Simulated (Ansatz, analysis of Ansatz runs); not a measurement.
# MnGa2S4 (I-4): does an added electron stay on Mn?

Aim: the energy barrier that a trapped electron meets when it moves from one Mn atom to another one nearby in MnGa2S4 (I-4). The model is a cell of 56 host atoms.

Calculated with Ansatz 0.2.0; plane-wave PAW DFT, PBEsol+U; relaxation of all atoms of a supercell at fixed charge in a uniform background; PAW set soft_1.

## (1) Set-up

The cell holds 56 atoms: 8 Mn, 16 Ga and 32 S. Its edges and angles: a = 12.783 Å, b = 12.783 Å, c = 12.783 Å, α = 129.6°, β = 129.6°, γ = 74.1°. It derives from MnGa2S4 (space group I-4). Nearest the centre at fractional (0.625, 0.125, 0.000): S46 at 2.34 Å, S14 at 2.34 Å, S40 at 2.39 Å, S34 at 2.39 Å, Ga31 at 2.55 Å, Mn50 at 2.72 Å, Ga30 at 2.72 Å, Ga9 at 2.72 Å.

Hubbard terms: Mn d 4.5 eV. They were chosen, not fitted, to curb self-interaction in the shells named, the trial site's among them. The two sites are Mn29 and Mn50. The cell's shortest repeat is 10.9 Å. The host's moments were started ferromagnetic, high spin; both sites carry the same spin direction.

## (2) The cell without the carrier

The neutral cell is relaxed first, from small random displacements, so that bond lengths and moments with the carrier can be set beside those of a relaxed cell without it.

neutral.relax/input.yaml

```yaml
crystal:
  lattice:
    - [-5.44695024, 5.44695024, 10.20125981]
    - [5.44695024, -5.44695024, 10.20125981]
    - [5.44695024, 5.44695024, -10.20125981]
  atoms:
    - { symbol: Mn, position: [0.125, 0.375, 0.25], spin: 5.0 }
    - { symbol: Ga, position: [0.375, 0.125, 0.25] }
    - { symbol: Ga, position: [0.25, 0.25, 0.0] }
    - { symbol: S, position: [0.187373, 0.440853, 0.012331] }
    - { symbol: S, position: [0.059147, 0.071478, 0.246521] }
    - { symbol: S, position: [0.324958, 0.312627, 0.253479] }
    - { symbol: S, position: [0.428522, 0.175042, 0.487669] }
    - { symbol: Mn, position: [0.125, 0.375, 0.75], spin: 5.0 }
    - { symbol: Ga, position: [0.375, 0.125, 0.75] }
    - { symbol: Ga, position: [0.25, 0.25, 0.5] }
    - { symbol: S, position: [0.187373, 0.440853, 0.512331] }
    - { symbol: S, position: [0.059147, 0.071478, 0.746521] }
    - { symbol: S, position: [0.324958, 0.312627, 0.753479] }
    - { symbol: S, position: [0.428522, 0.175042, 0.987669] }
    - { symbol: Mn, position: [0.125, 0.875, 0.25], spin: 5.0 }
    - { symbol: Ga, position: [0.375, 0.625, 0.25] }
    - { symbol: Ga, position: [0.25, 0.75, 0.0] }
    - { symbol: S, position: [0.187373, 0.940853, 0.012331] }
    - { symbol: S, position: [0.059147, 0.571478, 0.246521] }
    - { symbol: S, position: [0.324958, 0.812627, 0.253479] }
    - { symbol: S, position: [0.428522, 0.675042, 0.487669] }
    - { symbol: Mn, position: [0.125, 0.875, 0.75], spin: 5.0 }
    - { symbol: Ga, position: [0.375, 0.625, 0.75] }
    - { symbol: Ga, position: [0.25, 0.75, 0.5] }
    - { symbol: S, position: [0.187373, 0.940853, 0.512331] }
    - { symbol: S, position: [0.059147, 0.571478, 0.746521] }
    - { symbol: S, position: [0.324958, 0.812627, 0.753479] }
    - { symbol: S, position: [0.428522, 0.675042, 0.987669] }
    - { symbol: Mn, position: [0.625, 0.375, 0.25], spin: 5.0 }
    - { symbol: Ga, position: [0.875, 0.125, 0.25] }
    - { symbol: Ga, position: [0.75, 0.25, 0.0] }
    - { symbol: S, position: [0.687373, 0.440853, 0.012331] }
    - { symbol: S, position: [0.559147, 0.071478, 0.246521] }
    - { symbol: S, position: [0.824958, 0.312627, 0.253479] }
    - { symbol: S, position: [0.928522, 0.175042, 0.487669] }
    - { symbol: Mn, position: [0.625, 0.375, 0.75], spin: 5.0 }
    - { symbol: Ga, position: [0.875, 0.125, 0.75] }
    - { symbol: Ga, position: [0.75, 0.25, 0.5] }
    - { symbol: S, position: [0.687373, 0.440853, 0.512331] }
    - { symbol: S, position: [0.559147, 0.071478, 0.746521] }
    - { symbol: S, position: [0.824958, 0.312627, 0.753479] }
    - { symbol: S, position: [0.928522, 0.175042, 0.987669] }
    - { symbol: Mn, position: [0.625, 0.875, 0.25], spin: 5.0 }
    - { symbol: Ga, position: [0.875, 0.625, 0.25] }
    - { symbol: Ga, position: [0.75, 0.75, 0.0] }
    - { symbol: S, position: [0.687373, 0.940853, 0.012331] }
    - { symbol: S, position: [0.559147, 0.571478, 0.246521] }
    - { symbol: S, position: [0.824958, 0.812627, 0.253479] }
    - { symbol: S, position: [0.928522, 0.675042, 0.487669] }
    - { symbol: Mn, position: [0.625, 0.875, 0.75], spin: 5.0 }
    - { symbol: Ga, position: [0.875, 0.625, 0.75] }
    - { symbol: Ga, position: [0.75, 0.75, 0.5] }
    - { symbol: S, position: [0.687373, 0.940853, 0.512331] }
    - { symbol: S, position: [0.559147, 0.571478, 0.746521] }
    - { symbol: S, position: [0.824958, 0.812627, 0.753479] }
    - { symbol: S, position: [0.928522, 0.675042, 0.987669] }
basis:
  ecutwfc: 420
  xc_grid: 2
hamiltonian:
  xc: pbesol
  hubbard:
    sites: [{ species: Mn, l: d, u_eff: 4.5 }]
    projectors: ortho-atomic
  pseudopotentials: { kind: paw, azcp: { folder: soft_1 }, xc_functional: pbe }
kpoints:
  mp_grid: { grid: [1, 1, 1] }
magnetization:
  spin_polarized: true
  initial_magnetization: 40
  spin_locking: { lock_magnetization: hard }
scf:
  occupations: { method: fermi_dirac, width: 0.01 }
  max_iter: 120
  lower_state_search: "off"
output:
  forces: true
relax:
  f_tol: 0.02
  max_steps: 70
  random_displacement: { amplitude: 0.04, seed: 5847 }
checkpoint:
  write: "../neutral.relax.run"
  compress: false
  write_wavefunctions: true
  write_every: 100000
```

The run is started by

```
$ ansatz run input.yaml --threads 8 --pin off --max-ram 18841MiB --backend cpu --events-out ev --progress --plain --runs-dir out
```

Numbers of over 12 decimals in the logs are rounded to 6 here.

What it wrote:

```text
[... repeated set-up lines and file paths are left out, and long positions are rounded to six places ...]
Engine: ansatz 0.2.0, aarch64-unknown-linux-gnu
Pseudopotentials: kind: paw
Pseudopotential: Mn, paw, valence charge 15, recommended cutoff 420 eV (normal), soft_1/Mn.paw.azcp
Pseudopotential: Ga, paw, valence charge 13, recommended cutoff 420 eV (normal), soft_1/Ga.paw.azcp
Pseudopotential: S, paw, valence charge 6, recommended cutoff 420 eV (normal), soft_1/S.paw.azcp
Functional definition: PBEsol
  exchange = pbesol_x
  correlation = pbesol_c
Crystal: 56 atoms, lattice volume = 1210.656 Å³
Basis set: ecut = 420 eV, 23695 PW (Γ), exchange–correlation on 180×180×180 points (8 copies of the dense FFT grid, shifted against one another)
Bands: 336, of which v1, the nominal top of the filled ones, is band 260 counted from 1 (259 counted from 0)
Symmetry: 1 space group operations
k-points: 1
Non-local potential: Mn, projectors of the file, l = 0: 3, l = 1: 2, l = 2: 3, l = 3: 1
Non-local potential: Ga, projectors of the file, l = 0: 2, l = 1: 2, l = 2: 3, l = 3: 1
Non-local potential: S, projectors of the file, l = 0: 2, l = 1: 2, l = 2: 1
PAW form: soft (Blöchl's): semilocal exchange-correlation on the pseudo side does not see the compensation charge
PAW frozen core: Mn, regenerated for the run's functional, and the local potential with it (the file was generated under x = pbe(κ = 0.804, μ = 0.219515), c = pbe(β = 0.066725))
PAW frozen core: Ga, regenerated for the run's functional, and the local potential with it (the file was generated under x = pbe(κ = 0.804, μ = 0.219515), c = pbe(β = 0.066725))
[...]
[... 2 atoms left out ...]
  atom  34  S     -0.00075136    -0.00601010    -0.00744765
  [... 5 atoms left out ...]
  atom  40  S      0.00505000    -0.00468852    -0.00071511
  [... 5 atoms left out ...]
  atom  46  S     -0.00797602     0.00770801    -0.00208337
  [... 3 atoms left out ...]
  atom  50  Mn    -0.00609403     0.00339197    -0.00411713
  [... 6 atoms left out ...]
  max |Σ_I F_I| component: 2.94e-5 eV/Å
--- Band table (eV) ---
  k-point 0 ↑: bands = ["-75.6179", "-75.6178", "-75.6174", "-75.6169", [... 328 left out ...] "11.7005", "11.7175", "11.7648", "11.7656"]
  k-point 0 ↓: bands = ["-70.7808", "-70.7806", "-70.7805", "-70.7802", [... 328 left out ...] "12.1620", "12.1631", "12.2763", "12.2773"]
Occupation matrices written to <dir>
--- Relaxed structure (4 steps of the walk, 4 accepted, 0 SCFs on fresh bases) ---
  F+E_penalty+E_count = -119185.51215425 eV   max|allowed force component| = 1.258e-2 eV/Å
  atoms:
    - { symbol: Mn, position: [0.125791, 0.375434, 0.250805] }
    - { symbol: Ga, position: [0.375576, 0.124830, 0.250486] }
[...]
- { symbol: Ga, position: [0.375664, 0.125060, 0.750584] }
[...]
- { symbol: S, position: [0.428571, 0.174956, 0.987713] }
[...]
- { symbol: S, position: [0.325367, 0.812090, 0.753329] }
    [... 1 atom left out ...]
    - { symbol: Mn, position: [0.625534, 0.375097, 0.250425] }
    - { symbol: Ga, position: [0.875482, 0.125026, 0.250514] }
    - { symbol: Ga, position: [0.750519, 0.250069, 0.000605] }
[...]
- { symbol: S, position: [0.825774, 0.312339, 0.253682] }
    [... 5 atoms left out ...]
    - { symbol: S, position: [0.559897, 0.072120, 0.747624] }
    [... 5 atoms left out ...]
    - { symbol: S, position: [0.688279, 0.940893, 0.013357] }
    [... 3 atoms left out ...]
    - { symbol: Mn, position: [0.625597, 0.875165, 0.750603] }
    [... 6 atoms left out ...]
[key lines of the parts left out:]
SCF converged after 4 iterations
Magnetization: 40.0000 μB (280.0000 up, 240.0000 down)
Free energy (F): -119185.512154 eV
Fermi energy:    6.599362 (↑ 6.599362, ↓ 6.432595) eV
```

Wall time 55 s (8 threads of Arm Neoverse V1, shared host); peak memory 2.7 GiB.

The largest displacement from an ideal site is 0.009 Å.

## (3) The electron on the first site

The nearest neighbour or neighbours of the site start displaced and the site's starting moment is changed by the carrier's spin, since a carrier doesn't trap itself in the undistorted lattice.

A.relax/input.yaml

```yaml
crystal:
  lattice:
    - [-5.44695024, 5.44695024, 10.20125981]
    - [5.44695024, -5.44695024, 10.20125981]
    - [5.44695024, 5.44695024, -10.20125981]
  atoms:
    - { symbol: Mn, position: [0.125791, 0.375434, 0.250805], spin: 5.0 }
    - { symbol: Ga, position: [0.375576, 0.12483, 0.250486] }
    - { symbol: Ga, position: [0.250691, 0.249931, 0.000633] }
    - { symbol: S, position: [0.188373, 0.440725, 0.01349] }
    - { symbol: S, position: [0.059751, 0.072028, 0.247717] }
    - { symbol: S, position: [0.325573, 0.311966, 0.253417] }
    - { symbol: S, position: [0.428447, 0.174964, 0.487676] }
    - { symbol: Mn, position: [0.125629, 0.375273, 0.750846], spin: 5.0 }
    - { symbol: Ga, position: [0.375664, 0.12506, 0.750584] }
    - { symbol: Ga, position: [0.250485, 0.25006, 0.500539] }
    - { symbol: S, position: [0.188493, 0.440869, 0.513408] }
    - { symbol: S, position: [0.059878, 0.072014, 0.747617] }
    - { symbol: S, position: [0.325538, 0.312249, 0.753512] }
    - { symbol: S, position: [0.418861, 0.165246, 0.974861] }
    - { symbol: Mn, position: [0.125593, 0.874797, 0.250376], spin: 5.0 }
    - { symbol: Ga, position: [0.375505, 0.62491, 0.25034] }
    - { symbol: Ga, position: [0.250674, 0.750034, 0.000675] }
    - { symbol: S, position: [0.188419, 0.940636, 0.013263] }
    - { symbol: S, position: [0.059901, 0.572206, 0.247438] }
    - { symbol: S, position: [0.325733, 0.812245, 0.253627] }
    - { symbol: S, position: [0.428652, 0.674992, 0.487701] }
    - { symbol: Mn, position: [0.125292, 0.874777, 0.750291], spin: 5.0 }
    - { symbol: Ga, position: [0.375724, 0.62509, 0.750732] }
    - { symbol: Ga, position: [0.250792, 0.750021, 0.500631] }
    - { symbol: S, position: [0.188693, 0.940753, 0.513422] }
    - { symbol: S, position: [0.059888, 0.5721, 0.747596] }
    - { symbol: S, position: [0.325367, 0.81209, 0.753329] }
    - { symbol: S, position: [0.428552, 0.674932, 0.987709] }
    - { symbol: Mn, position: [0.625534, 0.375097, 0.250425], spin: 4.0 }
    - { symbol: Ga, position: [0.875482, 0.125026, 0.250514] }
    - { symbol: Ga, position: [0.750519, 0.250069, 0.000605] }
    - { symbol: S, position: [0.688538, 0.440866, 0.013406] }
    - { symbol: S, position: [0.559804, 0.071977, 0.247521] }
    - { symbol: S, position: [0.835484, 0.309198, 0.253682] }
    - { symbol: S, position: [0.928547, 0.175293, 0.48786] }
    - { symbol: Mn, position: [0.625552, 0.374956, 0.750446], spin: 5.0 }
    - { symbol: Ga, position: [0.875735, 0.125204, 0.750696] }
    - { symbol: Ga, position: [0.750535, 0.249936, 0.500538] }
    - { symbol: S, position: [0.69147, 0.443744, 0.525951] }
    - { symbol: S, position: [0.559897, 0.07212, 0.747624] }
    - { symbol: S, position: [0.825693, 0.312386, 0.753676] }
    - { symbol: S, position: [0.928627, 0.175421, 0.987995] }
    - { symbol: Mn, position: [0.625672, 0.874911, 0.250423], spin: 5.0 }
    - { symbol: Ga, position: [0.875757, 0.625107, 0.250553] }
    - { symbol: Ga, position: [0.750844, 0.750169, 0.000724] }
    - { symbol: S, position: [0.688279, 0.940893, 0.013357] }
    - { symbol: S, position: [0.556442, 0.5817, 0.247176] }
    - { symbol: S, position: [0.825778, 0.81232, 0.253598] }
    - { symbol: S, position: [0.92822, 0.674943, 0.487375] }
    - { symbol: Mn, position: [0.625597, 0.875165, 0.750603], spin: 5.0 }
    - { symbol: Ga, position: [0.875413, 0.62475, 0.750079] }
    - { symbol: Ga, position: [0.750249, 0.750096, 0.500188] }
    - { symbol: S, position: [0.688471, 0.941015, 0.513338] }
    - { symbol: S, position: [0.55998, 0.572263, 0.748036] }
    - { symbol: S, position: [0.825316, 0.811889, 0.752978] }
    - { symbol: S, position: [0.928462, 0.674841, 0.98739] }
total_charge: -1
basis:
  ecutwfc: 420
  xc_grid: 2
hamiltonian:
  xc: pbesol
  hubbard:
    sites: [{ species: Mn, l: d, u_eff: 4.5 }]
    projectors: ortho-atomic
  pseudopotentials: { kind: paw, azcp: { folder: soft_1 }, xc_functional: pbe }
kpoints:
  mp_grid: { grid: [1, 1, 1] }
magnetization:
  spin_polarized: true
  initial_magnetization: 39
  spin_locking: { lock_magnetization: hard }
scf:
  occupations: { method: fermi_dirac, width: 0.01 }
  max_iter: 120
  lower_state_search: "off"
output:
  forces: true
relax:
  f_tol: 0.015
  max_steps: 70
  escape_saddle: false
checkpoint:
  write: "../A.relax.run"
  compress: false
  write_wavefunctions: true
  write_every: 100000
```

What it wrote:

```text
[...]
Crystal: 56 atoms, lattice volume = 1210.656 Å³
Basis set: ecut = 420 eV, 23695 PW (Γ), exchange–correlation on 180×180×180 points (8 copies of the dense FFT grid, shifted against one another)
Bands: 336, of which v1, the nominal top of the filled ones, is band 261 counted from 1 (260 counted from 0)
Symmetry: 1 space group operations
[...]
k-points: 1
[...]
Starting moments: Σ|m| = 39 μB on 8 of 56 sites
[...]
SCF iter   1: F=—  HF=-119179.742263 eV  |F-HF|=—  |Δ(HF+E_count)|=         —  Δρ=2.79e-2 (↑2.13e-2 ↓2.79e-2)  dr2=3.25e1  dr2_m=1.13e0  M=39.000 μB ∫|m|=39.231 μB  β_m=0.30  ethr=3.10e-3  ⟨swp⟩=6.5  Hψ=2713  notcnv=0  defer=31
[...]
SCF iter  12: F=-119177.346527 eV  HF=-119177.346528 eV  |F-HF|=1.39e-6  |Δ(HF+E_count)|=   2.87e-6  Δρ=7.89e-6 (↑7.89e-6 ↓5.90e-6)  dr2=2.12e-6  dr2_m=6.81e-8  M=39.000 μB ∫|m|=40.172 μB  ethr=1.08e-9  ⟨swp⟩=4.0  Hψ=1878  notcnv=0
SCF 1 converged in 12 iterations: F = -119177.346527 eV  dr2 = 2.12e-6
[...]
relax step   1: F+E_penalty+E_count = -119177.34652673 eV  Δ(F+E_penalty+E_count) = +0.000e0 eV  max|allowed force component| = 8.826e-1 eV/Å  Δτ_max = 0.0000 Å  (12 SCF iters, dr2 threshold 5.63e-6 eV, accepted)
[...]
relax step   2: F+E_penalty+E_count = -119177.60745079 eV  Δ(F+E_penalty+E_count) = -2.609e-1 eV  max|allowed force component| = 9.342e-2 eV/Å  Δτ_max = 0.1206 Å  (6 SCF iters, dr2 threshold 4.87e-5 eV, accepted)
relax step   3: F+E_penalty+E_count = -119177.58342672 eV  Δ(F+E_penalty+E_count) = +2.402e-2 eV  max|allowed force component| = 1.451e-1 eV/Å  Δτ_max = 0.0322 Å  (8 SCF iters, dr2 threshold 5.45e-7 eV, rejected (line search))
relax step   4: F+E_penalty+E_count = -119177.61974696 eV  Δ(F+E_penalty+E_count) = -1.230e-2 eV  max|allowed force component| = 1.682e-2 eV/Å  Δτ_max = 0.0156 Å  (8 SCF iters, accepted)
SCF iter   1: F=—  HF=-119177.619184 eV  |F-HF|=—  |Δ(HF+E_count)|=         —  Δρ=1.15e-4 (↑1.01e-4 ↓1.15e-4)  dr2=2.51e-4  dr2_m=3.44e-5  M=39.000 μB ∫|m|=40.118 μB  β_m=0.30  ethr=1.08e-6  ⟨swp⟩=5.0  Hψ=1489  notcnv=0  defer=101
[...]
SCF iter   7: F=-119177.620167 eV  HF=-119177.620167 eV  |F-HF|=3.68e-9  |Δ(HF+E_count)|=   4.22e-9  Δρ=5.90e-7 (↑5.26e-7 ↓5.90e-7)  dr2=1.91e-8  dr2_m=4.83e-10  M=39.000 μB ∫|m|=40.118 μB  ethr=1.92e-11  ⟨swp⟩=3.0  Hψ=1723  notcnv=0
SCF 5 converged in 7 iterations: F = -119177.620167 eV  dr2 = 1.91e-8
relax step   5: F+E_penalty+E_count = -119177.62016717 eV  Δ(F+E_penalty+E_count) = -4.202e-4 eV  max|allowed force component| = 6.093e-3 eV/Å  Δτ_max = 0.0040 Å  (7 SCF iters, accepted)
NSCF: frozen V_eff on 1 k-points
[...]
SCF converged after 7 iterations
Stability checked in part: among states of this total moment the steps that led to this state did not find it unstable. No probe was made; neither looks for a lower state of another moment (fixed_total_moment; see scf.lower_state_search)
Magnetization: 39.0000 μB (280.0000 up, 241.0000 down)
Absolute magnetization: 40.0914 μB (∫|ρ↑−ρ↓|, with the PAW one-centre terms)
[...]
Per-site moments (μB) at R_I (Å): [(4.308569, 1.005680), (-0.00397151, 0.945629), (0.00836136, 0.940542), [... 53 left out ...]
Free energy (F): -119177.620167 eV
[...]
Internal energy: -119177.616137 eV  (E = F + TS)
E sigma→0 (E₀):  -119177.618152 eV
Entropy (-TS):   -0.004031 eV (-0.072 meV/atom)
Fermi energy:    7.800359 (↑ 6.608472, ↓ 7.889961) eV
[...]
--- Forces (eV/Å), atoms counted from 1 ---
  atom   1  Mn     0.00252375     0.00005862    -0.00100859
  atom   2  Ga    -0.00016789    -0.00005121     0.00187124
  [... 6 atoms left out ...]
  atom   9  Ga    -0.00379033     0.00251702    -0.00008674
  [... 4 atoms left out ...]
  atom  14  S      0.00051503    -0.00440284     0.00265434
  [... 12 atoms left out ...]
  atom  27  S      0.00229031    -0.00038197     0.00241834
  [... 1 atom left out ...]
  atom  29  Mn     0.00023562    -0.00017711    -0.00053329
  atom  30  Ga     0.00221161     0.00378541     0.00012471
  atom  31  Ga     0.00138443     0.00361071     0.00235555
  [... 2 atoms left out ...]
  atom  34  S     -0.00456183    -0.00061886    -0.00270391
  [... 5 atoms left out ...]
  atom  40  S      0.00110395    -0.00609311    -0.00361474
  [... 5 atoms left out ...]
  atom  46  S      0.00178450     0.00172436     0.00183009
  [... 3 atoms left out ...]
  atom  50  Mn    -0.00050433    -0.00012666    -0.00077119
  [... 6 atoms left out ...]
  max |Σ_I F_I| component: 2.92e-5 eV/Å
--- Band table (eV) ---
[...]
Occupation matrices written to <dir>
--- Relaxed structure (5 steps of the walk, 4 accepted, 0 SCFs on fresh bases) ---
  F+E_penalty+E_count = -119177.62016717 eV   max|allowed force component| = 6.093e-3 eV/Å
  atoms:
    - { symbol: Mn, position: [0.125610, 0.375027, 0.250446] }
    - { symbol: Ga, position: [0.375537, 0.124945, 0.250533] }
    [... 6 atoms left out ...]
    - { symbol: Ga, position: [0.375611, 0.125138, 0.750650] }
    [... 4 atoms left out ...]
    - { symbol: S, position: [0.429272, 0.175105, 0.988662] }
    [... 12 atoms left out ...]
    - { symbol: S, position: [0.325065, 0.812926, 0.753469] }
    [... 1 atom left out ...]
    - { symbol: Mn, position: [0.625630, 0.375054, 0.250536] }
    - { symbol: Ga, position: [0.875485, 0.125060, 0.250428] }
    - { symbol: Ga, position: [0.750604, 0.250191, 0.000667] }
    [... 2 atoms left out ...]
    - { symbol: S, position: [0.825562, 0.313103, 0.254119] }
    [... 5 atoms left out ...]
    - { symbol: S, position: [0.560219, 0.071633, 0.747404] }
    [... 5 atoms left out ...]
    - { symbol: S, position: [0.687680, 0.940497, 0.012413] }
    [... 3 atoms left out ...]
    - { symbol: Mn, position: [0.625652, 0.875102, 0.750568] }
    [... 6 atoms left out ...]
```

It took 75 s on 8 threads; peak memory 2.7 GiB; 9.2 min of CPU time.

The steps of the relaxation:

```csv
step,energy less that of the first step (eV),largest force component (eV/Å)
1,0.0000,0.8826
2,-0.2609,0.0934
3,-0.2369,0.1451
4,-0.2732,0.0168
5,-0.2736,0.0061
```

Relaxation step 3 was tried and not accepted.

The atoms that moved most (Å):

```csv
atom,dx,dy,dz,length
S47,-0.077,0.074,-0.066,0.126
S34,0.078,-0.073,-0.066,0.125
S14,0.072,0.078,0.066,0.125
S39,-0.070,-0.078,0.065,0.123
S49,0.005,0.011,-0.002,0.012
S6,0.009,-0.005,0.005,0.012
S53,-0.007,-0.006,-0.006,0.011
S54,-0.009,0.004,0.004,0.011
```

The moves above count from the input, in which the site's nearest neighbours were already displaced; the distances below compare with the cell without the carrier.

Distances from Mn29 without and with the electron:

```csv
atom,without (Å),with (Å)
S34,2.45,2.44
S47,2.44,2.44
S39,2.44,2.44
S14,2.44,2.44
```

The largest changes of the moments are -0.02 μB on Mn36, -0.02 μB on Mn22 and -0.02 μB on Mn43. The carrier did not stay on the chosen site.

## (4) Outcome

```
carrier trapped on the chosen site     : no
size of the moment change on that site : 0.02 μB
```

**Reading.** With PBEsol+U (4.5 eV) (Mn d 4.5 eV) the electron does not stay on the chosen Mn atom: it is spread over more than 30 atoms in effect, so no hop between such sites was computed. The magnetic order was assumed and need not be the ground state; parallel spins on neighbours help a carrier to spread. The search for lower electronic states was switched off. Another U, a hybrid or another start may give another answer. Limits: sampling at the zone centre alone can move energies of charged and open-shell states by tenths of an eV or more in cells of this size; gap and trapping depend on the U chosen (Mn d 4.5 eV).

[Logs are printed without paths, hosts, clocks, repeated set-up lines and the standing remarks that a program may print on its own settings, such as how far it seeks lower states.]

[Hosts, paths, dates, database ids (printed as entryN), source tags and the programs' standing remarks are cut or masked in the printed files.]
